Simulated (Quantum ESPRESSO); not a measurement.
# Voltage at the next charge: Mo2NOF MXene, 1 layer against an electrode

**Set-up.** Quantum ESPRESSO 7.5, PBEsol, GBRV ultrasoft; ESM with bc3, a metal electrode 4.37 Å above the top atoms; cell area 6.821 Å²; ions fixed. V is the potential energy of an electron at the electrode over the slab's Fermi level, divided by e, so that it equals the work function at zero charge; positive charge removes electrons.

| charge (e a cell) | V (V) |
| --- | --- |
| 0 | 7.120 |
| 0.0113 | 8.272 |
| 0.0227 | 9.438 |

**Question.** What is V at a charge of 0.0453 e, and what capacitance do the rows imply?

**Worked estimate.** The last two rows give dV/dq = (9.438 − 8.272)/(0.0227 − 0.0113) = 102.3 V/e, so C = 1602/(6.821 × 102.3) = 2.30 µF/cm², an effective gap of 8.854/2.30 = 3.86 Å. At constant C, V = 9.438 + 102.3 × 0.0226 = 11.75 V.

**Check.** V = 11.760 V; the estimate misses by −0.01 V, 0.4 % of the step. Over the three intervals C goes 2.30, 2.30 and 2.29 µF/cm².

**Limits.** Vacuum fills the gap; a dielectric or electrolyte would change C. The slab is thin.
